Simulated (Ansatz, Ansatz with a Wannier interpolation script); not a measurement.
An input for Ansatz 0.2.0 (AlH3 (R-3c)):

```yaml
crystal:
  lattice:
    - [2.22465, 1.2844022764, 3.9345666667]
    - [-2.22465, 1.2844022764, 3.9345666667]
    - [0.0, -2.5688045527, 3.9345666667]
  atoms:
    - { symbol: Al, position: [0.0, 0.0, 0.0] }
    - { symbol: Al, position: [0.5, 0.5, 0.5] }
    - { symbol: H, position: [0.878, 0.622, 0.25] }
    - { symbol: H, position: [0.25, 0.878, 0.622] }
    - { symbol: H, position: [0.622, 0.25, 0.878] }
    - { symbol: H, position: [0.122, 0.378, 0.75] }
    - { symbol: H, position: [0.75, 0.122, 0.378] }
    - { symbol: H, position: [0.378, 0.75, 0.122] }
kpoints:
  mp_grid: { grid: [4, 4, 4] }
hamiltonian:
  xc: lda
scf:
  occupations: { method: fixed }
gw:
  n_empty_bands: 130
  ecut_chi: 90
  qp_bands: [v6, c2]
  screening: { model: godby_needs }
```

```sh
ansatz run input.yaml --threads 3 --pin off --max-ram 92160MiB --backend cuda --events-out ev --progress --plain --runs-dir out --devices 1 --max-vram 13GiB
```

Question: How long will it take on 1 × NVIDIA H100 80GB HBM3 (shared by 6 runs) with 3 threads of AMD EPYC 7R13 (Zen 3), shared host, and how much memory?

It took 20 s; on shared hardware allow 10 s to 41 s. Peak host memory was 1.2 GiB. The sizes that set the cost: 1309 plane waves a state, 13 irreducible k points, 136 bands summed, 133 plane waves in the screening and 6 SCF cycles.

The screening grows as filled bands × empty bands × pairs of k points, times the square of the screening basis for the matrix.

[Paths, hosts, dates, memory and timing lines, banners, echoed tables and standing remarks are left out of the program output.]

[Logs are printed without paths, hosts, clocks, repeated set-up lines and the standing remarks that a program may print on its own settings, such as how far it seeks lower states.]

[Runs of the session that timed out or met a known fault of the program may be left out.]

[Hosts, paths, dates, database ids (printed as entryN), source tags and the programs' standing remarks are cut or masked in the printed files.]
